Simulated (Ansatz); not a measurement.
An input for Ansatz 0.2.0 (BaTiO3 (P4mm)):

```yaml
crystal:
  lattice:
    - [3.9998, 0.0, 0.0]
    - [0.0, 3.9998, 0.0]
    - [0.0, 0.0, 4.018]
  atoms:
    - { symbol: Ba, position: [0.0, 0.0, 0.0] }
    - { symbol: Ti, position: [0.5, 0.5, 0.49] }
    - { symbol: O, position: [0.5, 0.5, 0.019] }
    - { symbol: O, position: [0.5, 0.0, 0.517] }
    - { symbol: O, position: [0.0, 0.5, 0.517] }
kpoints:
  mp_grid: { grid: [6, 6, 6] }
hamiltonian:
  xc: pbe
  pseudopotentials: { kind: paw, source: ansatz }
scf:
  occupations: { method: fixed }
gw:
  n_empty_bands: 382
  ecut_chi: 190.0
  qp_bands: [v2, c2]
  qp_kpoints: band_edges
  screening: { model: contour_deformation }
```

The database entry behind the starting cell differs from later determinations by our own check (c/a about 0.6 % short), so it need not match the best structure at ambient conditions.

```sh
ansatz run input.yaml --threads 4 --pin off --max-ram 138240MiB --backend cuda --events-out ev --progress --plain --runs-dir out --devices 1 --max-vram 26GiB
```

Question: Estimate wall time and host memory on 1 × NVIDIA H100 80GB HBM3 (shared by 3 runs) with 4 threads of AMD EPYC 7R13 (Zen 3), shared host.

It took 3.1 min; on shared hardware allow 94 s to 6.3 min. Peak host memory was 3.4 GiB. The sizes that set the cost: 4115 plane waves a state, 40 irreducible k points, 402 bands summed, 389 plane waves in the screening and 11 SCF cycles.

The screening grows as filled bands × empty bands × pairs of k points, times the square of the screening basis for the matrix.

[Paths, hosts, dates, memory and timing lines, banners, echoed tables and standing remarks are left out of the program output.]

[Logs are printed without paths, hosts, clocks, repeated set-up lines and the standing remarks that a program may print on its own settings, such as how far it seeks lower states.]

[Runs of the session that timed out or met a known fault of the program may be left out.]

[Cells called generated may have been cut or substituted from an entry of the Crystallography Open Database or the Materials Project.]

[Hosts, paths, dates, database ids (printed as entryN), source tags and the programs' standing remarks are cut or masked in the printed files.]
